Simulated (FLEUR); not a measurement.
# AlFe: energy against a fixed spin moment

Wanted: E(M) for AlFe, with its minima.

Method: PBEsol; all-electron FLAPW, Dirac cores, scalar-relativistic bands, in FLEUR MaX-R8.1.

### 1. Starting point

It takes space group Pm-3m (No. 221, cubic). Conventional cell: a = 2.910 Å, b = 2.910 Å, c = 2.910 Å, α = 90.00°, β = 90.00°, γ = 90.00°. Al has 8 Fe at 2.52 Å nearest. Fe has 8 Al at 2.52 Å nearest. Farther neighbours are not listed.

### 2. Unconstrained state

The free run tells which range of moments is worth scanning.

inpgen writes inp.xml from crystal.txt; cutoffs, mixing, functional, smearing and local orbitals are then set in the file. The k list default-1 (kpts.xml, not shown) is a Γ-centred 10×10×10 mesh; where the ranks do not divide the number of points, some are split in two of half the weight.

File inp.xml:

```
<?xml version="1.0" encoding="UTF-8" standalone="no"?>
<fleurInput fleurInputVersion="0.39">
   <comment>
      AlFe
   </comment>
   <calculationSetup>
      <cutoffs Kmax="4.1" Gmax="12.3" GmaxXC="12.3" numbands="0"/>
      <scfLoop itmax="90" minDistance="0.00002" maxIterBroyd="15" imix="Anderson" alpha="0.05" precondParam="0.0" spinf="2.0" sdNocoIR="T"/>
      <coreElectrons ctail="T" frcor="F" kcrel="0" coretail_lmax="0"/>
      <xcFunctional name="PBEs" relativisticCorrections="F"/>
      <magnetism jspins="2"/>
      <soc l_soc="F" theta="0.0" phi="0.0" spav="F"/>
      <expertModes spex="0" secvar="F"/>
      <geometryOptimization l_f="F" forcealpha="1.0" forcemix="BFGS" epsdisp="0.00001" epsforce="0.00001"/>
      <ldaU l_linMix="F" mixParam="0.05" spinf="1.0"/>
   </calculationSetup>
   <cell>
      <bzIntegration valenceElectrons="19.0" mode="hist" fermiSmearingEnergy="0.00183747">
         <kPointListSelection listName="default-1"/>
         <xi:include xmlns:xi="http://www.w3.org/2001/XInclude" href="kpts.xml"> </xi:include>
      </bzIntegration>
      <xi:include xmlns:xi="http://www.w3.org/2001/XInclude" href="sym.xml"> </xi:include>
      <bulkLattice scale="1.0">
         <bravaisMatrix>
            <row-1>    5.4991030225859996     0.0000000000000000     0.0000000000000000</row-1>
            <row-2>    0.0000000000000000     5.4991030225859996     0.0000000000000000</row-2>
            <row-3>    0.0000000000000000     0.0000000000000000     5.4991030225859996</row-3>
         </bravaisMatrix>
      </bulkLattice>
   </cell>
   <atomSpecies>
      <species name="Aluminum (Al)" element="Al" atomicNumber="13">
         <mtSphere radius="1.83" gridPoints="605" logIncrement="0.019"/>
         <atomicCutoffs lmax="8" lnonsphr="6"/>
         <electronConfig flipSpins="F">
            <coreConfig>(1s1/2) (2s1/2) (2p1/2) (2p3/2)</coreConfig>
            <valenceConfig>(3s1/2) (3p1/2) (3p3/2)</valenceConfig>
            <stateOccupation state="(3p1/2)" spinUp="0.166667" spinDown="0.166667"/>
            <stateOccupation state="(3p3/2)" spinUp="0.333333" spinDown="0.333333"/>
         </electronConfig>
         <energyParameters s="3" p="3" d="3" f="4"/>
      </species>
      <species name="Iron (Fe) 2.801" element="Fe" atomicNumber="26">
         <mtSphere radius="2.68" gridPoints="885" logIncrement="0.014"/>
         <atomicCutoffs lmax="10" lnonsphr="8"/>
         <electronConfig flipSpins="F">
            <coreConfig>(1s1/2) (2s1/2) (2p1/2) (2p3/2)</coreConfig>
            <valenceConfig>(3s1/2) (3p1/2) (3p3/2) (4s1/2) (3d3/2) (3d5/2)</valenceConfig>
            <stateOccupation state="(3d3/2)" spinUp="1.4005" spinDown="0.9995"/>
            <stateOccupation state="(3d5/2)" spinUp="3.0" spinDown="0.6"/>
         </electronConfig>
         <energyParameters s="4" p="4" d="3" f="4"/>
         <lo type="SCLO" l="0" n="3" eDeriv="0"/>
         <lo type="SCLO" l="1" n="3" eDeriv="0"/>
      </species>
   </atomSpecies>
   <atomGroups>
      <atomGroup species="Aluminum (Al)">
         <relPos label="                   1">.0000000000 .0000000000 .0000000000</relPos>
         <force calculate="T" relaxXYZ="TTT"/>
      </atomGroup>
      <atomGroup species="Iron (Fe) 2.801">
         <relPos label="                   2">1.000/2.000 1.000/2.000 1.000/2.000</relPos>
         <force calculate="T" relaxXYZ="TTT"/>
      </atomGroup>
   </atomGroups>
   <output dos="F" band="F" slice="F">
      <bandDOS minEnergy="-.5*Htr" maxEnergy="0.5*Htr" sigma="0.015" storeEVData="T"/>
      <plotting iplot="0" polar="F">
         <plot TwoD="T" vec1="  1.0  0.0  0.0" vec2="  0.0  1.0  0.0" vec3="  0.0  0.0  1.0" zero="  0.0  0.0  0.0" file="plot"/>
      </plotting>
      <moessbauerParams electricFieldGradient="F" isomerShift="F" coreHyperfine="F" valenceHyperfine="F"/>
   </output>
</fleurInput>
```

File crystal.txt:

```
AlFe
&input film=F cartesian=F /
2.91000000000  0.00000000000  0.00000000000
0.00000000000  2.91000000000  0.00000000000
0.00000000000  0.00000000000  2.91000000000
1.8897261246
1.0 1.0 1.0

2
13 0.00000000000  0.00000000000  0.00000000000
26 0.50000000000  0.50000000000  0.50000000000 : 2.801

&kpt div1=10 div2=10 div3=10 gamma=T /
```

Run with:

```bash
> OMP_NUM_THREADS=1 inpgen -f crystal.txt > inpgen.log  # inp.xml is then edited as shown
> OMP_NUM_THREADS=1 mpirun -n 4 fleur_MPI > fleur.log
```

What it wrote:

```text
Welcome to FLEUR        (www.flapw.de)
      MaX-Release 8.1          (www.max-centre.eu)

 ========== k-point set info ==========
 Selected k-point list: default-1
 k-point list type: mesh
 10 x 10 x 10
 Number of k points: 56

 ------------Calculation Setup---------------------------
 Number of MPI-tasks      :            4
 Number of PE/node        :            4
 Number of OMP-threads    :            1
 k-points in parallel     :            4
 pe's per k-point         :            1
 No of k-point loops      :           14
 Eigenvalue solver        :       lapack
 Number of basis functions:          220
 Approximate size of matrices (H+S) per k-point:         0.001 GB
 --------------------------------------------------------
 Iteration:     1   Distance:      15.72295129 me/bohr^3
 Iteration:     2   Distance:      15.09183681 me/bohr^3
 Iteration:     3   Distance:      11.32947053 me/bohr^3
 Iteration:     4   Distance:       9.60689977 me/bohr^3
 Iteration:     5   Distance:       9.62370997 me/bohr^3
 Iteration:     6   Distance:       3.64042082 me/bohr^3
 Iteration:     7   Distance:       6.31202053 me/bohr^3
 Iteration:     8   Distance:       2.13540149 me/bohr^3
 Iteration:     9   Distance:       0.74596749 me/bohr^3
 Iteration:    10   Distance:       3.82837772 me/bohr^3
 Iteration:    11   Distance:       2.77151414 me/bohr^3
 Iteration:    12   Distance:       1.95213545 me/bohr^3
 Iteration:    13   Distance:       0.29778939 me/bohr^3
 Iteration:    14   Distance:       0.46470134 me/bohr^3
 Iteration:    15   Distance:       0.20603259 me/bohr^3
 Iteration:    16   Distance:       0.19950823 me/bohr^3
 Iteration:    17   Distance:       0.11571776 me/bohr^3
 Iteration:    18   Distance:       0.02568751 me/bohr^3
 Iteration:    19   Distance:       0.01021196 me/bohr^3
 Iteration:    20   Distance:       0.00820283 me/bohr^3
 Iteration:    21   Distance:       0.00333013 me/bohr^3
 Iteration:    22   Distance:       0.00715054 me/bohr^3
 Iteration:    23   Distance:       0.00372225 me/bohr^3
 Iteration:    24   Distance:       0.00046127 me/bohr^3
 Iteration:    25   Distance:       0.00033370 me/bohr^3
 Iteration:    26   Distance:       0.00017426 me/bohr^3
 Iteration:    27   Distance:       0.00001798 me/bohr^3

 ********************************************************************
 Run finished successfully
 Stop message:
   all done
 ********************************************************************

--- out.xml (last complete iteration) ---
<iteration numberForCurrentRun="   27" overallNumber="   27">
         <energyParameters units="Htr">
            <atomicEP atomType="1" spin="1" branch="3s" branchLowest="-3.38" branchHighest="2.73" value="-0.0049138268"/>
            <atomicEP atomType="1" spin="1" branch="3p" branchLowest="-1.96" branchHighest="3.11" value="0.1292077848"/>
            <atomicEP atomType="1" spin="1" branch="3d" branchLowest="-9.99" branchHighest="3.03" value="0.2934606723"/>
            <atomicEP atomType="1" spin="1" branch="4f" branchLowest="-9.99" branchHighest="5.90" value="0.4562143043"/>
            <atomicEP atomType="2" spin="1" branch="4s" branchLowest="-2.84" branchHighest="1.17" value="0.1840166939"/>
            <atomicEP atomType="2" spin="1" branch="4p" branchLowest="-1.59" branchHighest="1.65" value="0.3135540699"/>
            <atomicEP atomType="2" spin="1" branch="3d" branchLowest="-9.99" branchHighest="0.38" value="0.2904193768"/>
            <atomicEP atomType="2" spin="1" branch="4f" branchLowest="-9.99" branchHighest="2.78" value="0.6239216971"/>
            <loAtomicEP atomType="2" spin="1" branch="3s" branchLowest="-29.47" branchHighest="-2.84" value="-2.8377735883"/>
            <loAtomicEP atomType="2" spin="1" branch="3p" branchLowest="-25.03" branchHighest="-1.59" value="-1.5969389590"/>
            <atomicEP atomType="1" spin="2" branch="3s" branchLowest="-3.38" branchHighest="2.73" value="-0.0109879398"/>
            <atomicEP atomType="1" spin="2" branch="3p" branchLowest="-1.96" branchHighest="3.11" value="0.1229358061"/>
            <atomicEP atomType="1" spin="2" branch="3d" branchLowest="-9.99" branchHighest="3.03" value="0.2870861417"/>
            <atomicEP atomType="1" spin="2" branch="4f" branchLowest="-9.99" branchHighest="5.90" value="0.4498087970"/>
            <atomicEP atomType="2" spin="2" branch="4s" branchLowest="-2.80" branchHighest="1.19" value="0.1853784624"/>
            <atomicEP atomType="2" spin="2" branch="4p" branchLowest="-1.56" branchHighest="1.66" value="0.3129172335"/>
            <atomicEP atomType="2" spin="2" branch="3d" branchLowest="-9.99" branchHighest="0.41" value="0.3128266346"/>
            <atomicEP atomType="2" spin="2" branch="4f" branchLowest="-9.99" branchHighest="2.79" value="0.6216865747"/>
            <loAtomicEP atomType="2" spin="2" branch="3s" branchLowest="-29.46" branchHighest="-2.80" value="-2.8049319150"/>
            <loAtomicEP atomType="2" spin="2" branch="3p" branchLowest="-25.02" branchHighest="-1.56" value="-1.5648672642"/>
         </energyParameters>
         <bandgap value="0.0032088021" units="eV"/>
         <sumValenceSingleParticleEnergies value="-12.4017486148" units="Htr"/>
         <FermiEnergy value="0.3403506330" units="Htr"/>
         <valenceDensity>
            <mtCharges spin="1">
               <mtCharge atomType="1" total="0.3409708" s="0.1521164" p="0.1561840" d="0.0299754" f="0.0023931"/>
               <mtCharge atomType="2" total="8.4997884" s="1.2900492" p="3.3681935" d="3.8191983" f="0.0182946"/>
            </mtCharges>
            <mtCharges spin="2">
               <mtCharge atomType="1" total="0.3605387" s="0.1587652" p="0.1699675" d="0.0293059" f="0.0022589"/>
               <mtCharge atomType="2" total="7.6746031" s="1.2904377" p="3.3598345" d="3.0008456" f="0.0195235"/>
            </mtCharges>
            <spinDependentCharge spin="1" total="9.8834626" interstitial="1.0427034" mtSpheres="8.8407592"/>
            <spinDependentCharge spin="2" total="9.1165374" interstitial="1.0813956" mtSpheres="8.0351418"/>
            <totalCharge value="19.0000000000"/>
         </valenceDensity>
         <coreStates atomType="     1" atomicNumber=" 13" spin="1" kinEnergy="    119.8474185882" eigValSum="    -64.2092284367" lostElectrons=" 0.013462">
            <state n="1" l="0" j="0.5" energy="-54.8364317013" weight="1.0000000000"/>
            <state n="2" l="0" j="0.5" energy="-3.3995988235" weight="1.0000000000"/>
            <state n="2" l="1" j="0.5" energy="-2.0018293324" weight="1.0000000000"/>
            <state n="2" l="1" j="1.5" energy="-1.9856842897" weight="2.0000000000"/>
         </coreStates>
         <coreStates atomType="     1" atomicNumber=" 13" spin="2" kinEnergy="    119.8460466196" eigValSum="    -64.2113905587" lostElectrons=" 0.013506">
            <state n="1" l="0" j="0.5" energy="-54.8367514015" weight="1.0000000000"/>
            <state n="2" l="0" j="0.5" energy="-3.3999866647" weight="1.0000000000"/>
            <state n="2" l="1" j="0.5" energy="-2.0023139760" weight="1.0000000000"/>
            <state n="2" l="1" j="1.5" energy="-1.9861692583" weight="2.0000000000"/>
         </coreStates>
         <coreStates atomType="     2" atomicNumber=" 26" spin="1" kinEnergy="    574.0686616789" eigValSum="   -360.8460918971" lostElectrons=" 0.000000">
            <state n="1" l="0" j="0.5" energy="-256.2729154993" weight="1.0000000000"/>
            <state n="2" l="0" j="0.5" energy="-29.4737144279" weight="1.0000000000"/>
            <state n="2" l="1" j="0.5" energy="-25.3383919239" weight="1.0000000000"/>
            <state n="2" l="1" j="1.5" energy="-24.8805350230" weight="2.0000000000"/>
         </coreStates>
         <coreStates atomType="     2" atomicNumber=" 26" spin="2" kinEnergy="    574.2222174650" eigValSum="   -360.7963025956" lostElectrons=" 0.000000">
            <state n="1" l="0" j="0.5" energy="-256.2729079810" weight="1.0000000000"/>
            <state n="2" l="0" j="0.5" energy="-29.4585514083" weight="1.0000000000"/>
            <state n="2" l="1" j="0.5" energy="-25.3270708279" weight="1.0000000000"/>
            <state n="2" l="1" j="1.5" energy="-24.8688861892" weight="2.0000000000"/>
         </coreStates>
         <allElectronCharges>
            <spinDependentCharge spin="1" total="19.8834626" interstitial="1.0553466" mtSpheres="18.8281160"/>
            <spinDependentCharge spin="2" total="19.1165374" interstitial="1.0940795" mtSpheres="18.0224578"/>
            <totalCharge value="38.9999999816"/>
         </allElectronCharges>
         <magneticMomentsInMTSpheres units="muBohr">
            <globalMagMoment atomType="1" vec="0.00000   0.00000  -0.01952"/>
            <localMagMoment atomType="1" vec="0.00000   0.00000  -0.01952"/>
            <globalMagMoment atomType="2" vec="0.00000   0.00000   0.82518"/>
            <localMagMoment atomType="2" vec="0.00000   0.00000   0.82518"/>
         </magneticMomentsInMTSpheres>
         <moessbauerParams unitsHFF="kG" unitsIS="e/bohr^3" unitsEFG="Htr/bohr^2">
         </moessbauerParams>
         <totalEnergy value="    -1514.0120026316" units="Htr">
            <sumOfEigenvalues value="     -862.4647621029">
               <coreElectrons value="-850.0630134881"/>
               <valenceElectrons value="-12.4017486148"/>
            </sumOfEigenvalues>
            <densityCoulombPotentialIntegral value="-2298.5910623158"/>
            <densityEffectivePotentialIntegral value="-2394.0197789409"/>
            <chargeDenXCDenIntegral value="-72.9398225113"/>
            <FockExchangeEnergyValence value="0.0000000000"/>
            <FockExchangeEnergyCore value="0.0000000000"/>
            <atomTypeDependentContributions atomType="1">
               <electronNucleiInteractionDifferentMTs value="284.8567827141"/>
               <MadelungTerm value="-8.6924832683"/>
            </atomTypeDependentContributions>
            <atomTypeDependentContributions atomType="2">
               <electronNucleiInteractionDifferentMTs value="1526.2227095030"/>
               <MadelungTerm value="-3.5596903150"/>
            </atomTypeDependentContributions>
            <tkbTimesEntropy value="0.0006694216"/>
            <freeEnergy value="-1514.0126720532"/>
            <extrapolationTo0K value="-1514.0123373424"/>
         </totalEnergy>
         <densityConvergence units="me/bohr^3">
            <chargeDensity spin="1" distance="0.0000101438"/>
            <chargeDensity spin="2" distance="0.0000094503"/>
            <overallChargeDensity distance="0.0000078152"/>
            <spinDensity distance="0.0000179814"/>
         </densityConvergence>
      </iteration>
```

Wall time 14 s (4 MPI ranks of AMD EPYC 9R45, shared host); peak memory 0.25 GiB; 55 s of CPU time.

Read from the output:

* free energy: -41198.3836 eV
* program's band gap on this mesh (in a metal only a level spacing): 0.003209 eV
* magnetization: 0.7669 μB
* final state: ferromagnetic
* largest moment: 0.8252 μB

After 27 cycles the largest moment stands at 0.825 μB.

### 3. No spin polarisation

Edit inp.xml of step 2 so:

```diff
@@ -10,3 +10,3 @@
       <xcFunctional name="PBEs" relativisticCorrections="F"/>
-      <magnetism jspins="2"/>
+      <magnetism jspins="1"/>
       <soc l_soc="F" theta="0.0" phi="0.0" spav="F"/>
@@ -42,3 +42,3 @@
       </species>
-      <species name="Iron (Fe) 2.801" element="Fe" atomicNumber="26">
+      <species name="Iron (Fe)" element="Fe" atomicNumber="26">
          <mtSphere radius="2.68" gridPoints="885" logIncrement="0.014"/>
@@ -48,4 +48,4 @@
             <valenceConfig>(3s1/2) (3p1/2) (3p3/2) (4s1/2) (3d3/2) (3d5/2)</valenceConfig>
-            <stateOccupation state="(3d3/2)" spinUp="1.4005" spinDown="0.9995"/>
-            <stateOccupation state="(3d5/2)" spinUp="3.0" spinDown="0.6"/>
+            <stateOccupation state="(3d3/2)" spinUp="1.200000" spinDown="1.200000"/>
+            <stateOccupation state="(3d5/2)" spinUp="1.800000" spinDown="1.800000"/>
          </electronConfig>
@@ -61,3 +61,3 @@
       </atomGroup>
-      <atomGroup species="Iron (Fe) 2.801">
+      <atomGroup species="Iron (Fe)">
          <relPos label="                   2">1.000/2.000 1.000/2.000 1.000/2.000</relPos>
```

Edit crystal.txt of step 2 so:

```diff
@@ -10,3 +10,3 @@
 13 0.00000000000  0.00000000000  0.00000000000
-26 0.50000000000  0.50000000000  0.50000000000 : 2.801
+26 0.50000000000  0.50000000000  0.50000000000
```

What it wrote:

```text
[banner, memory and clock lines left out]
Welcome to FLEUR        (www.flapw.de)
      MaX-Release 8.1          (www.max-centre.eu)

 ========== k-point set info ==========
 Selected k-point list: default-1
 k-point list type: mesh
 10 x 10 x 10
 Number of k points: 56

 [... set-up left out ...]
 Iteration:     1   Distance:      14.26726962 me/bohr^3
 Iteration:     2   Distance:      12.69796311 me/bohr^3
 Iteration:     3   Distance:      10.83115787 me/bohr^3
 Iteration:     4   Distance:       2.45135708 me/bohr^3
 Iteration:     5   Distance:       4.34022740 me/bohr^3
 Iteration:     6   Distance:       0.27670717 me/bohr^3
 Iteration:     7   Distance:       0.26177370 me/bohr^3
 Iteration:     8   Distance:       0.13479829 me/bohr^3
 Iteration:     9   Distance:       0.07373925 me/bohr^3
 Iteration:    10   Distance:       0.00681494 me/bohr^3
 Iteration:    11   Distance:       0.00079096 me/bohr^3
 Iteration:    12   Distance:       0.00062461 me/bohr^3
 Iteration:    13   Distance:       0.00002272 me/bohr^3
 Iteration:    14   Distance:       0.00002133 me/bohr^3
 Iteration:    15   Distance:       0.00000032 me/bohr^3

 ********************************************************************
 Run finished successfully
 Stop message:
   all done
 ********************************************************************

--- out.xml (last complete iteration) ---
<iteration numberForCurrentRun="   15" overallNumber="   15">
         [... left out ...]
         <bandgap value="0.0403397733" units="eV"/>
         <sumValenceSingleParticleEnergies value="-12.3959505930" units="Htr"/>
         <FermiEnergy value="0.3348123655" units="Htr"/>
         [... left out ...]
         <totalEnergy value="    -1514.0104202244" units="Htr">
            <sumOfEigenvalues value="     -862.4676399827">
               <coreElectrons value="-850.0716893897"/>
               <valenceElectrons value="-12.3959505930"/>
            </sumOfEigenvalues>
         [... left out ...]
            <freeEnergy value="-1514.0113147705"/>
            <extrapolationTo0K value="-1514.0108674975"/>
         </totalEnergy>
         <densityConvergence units="me/bohr^3">
            <chargeDensity spin="1" distance="0.0000003224"/>
         </densityConvergence>
      </iteration>
```

Elapsed: 5.8 s, on 4 MPI ranks; peak memory 0.23 GiB; 22 s of CPU time.

Numbers from this step:

```yaml
free_energy: -41198.3467 eV
program_s_band_gap_on_this_mesh_in_a_metal_only_a_level_spacing: 0.04034 eV
final_state: non-magnetic (no spin polarisation)
```

Its energy lies +36.9 meV a cell from the free run's.

(Part 1 of 2 ends here.)

[Logs and program files are shortened in this print: banners, set-up blocks, solver, clock and traceback lines can be left out without a mark of their own.]

[Logs are printed without paths, hosts, clocks, repeated set-up lines and the standing remarks that a program may print on its own settings, such as how far it seeks lower states.]

[Hosts, paths, dates, database ids (printed as entryN), source tags and the programs' standing remarks are cut or masked in the printed files.]

[Where a cell is said to come from a database of computed structures, the database is the Materials Project.]
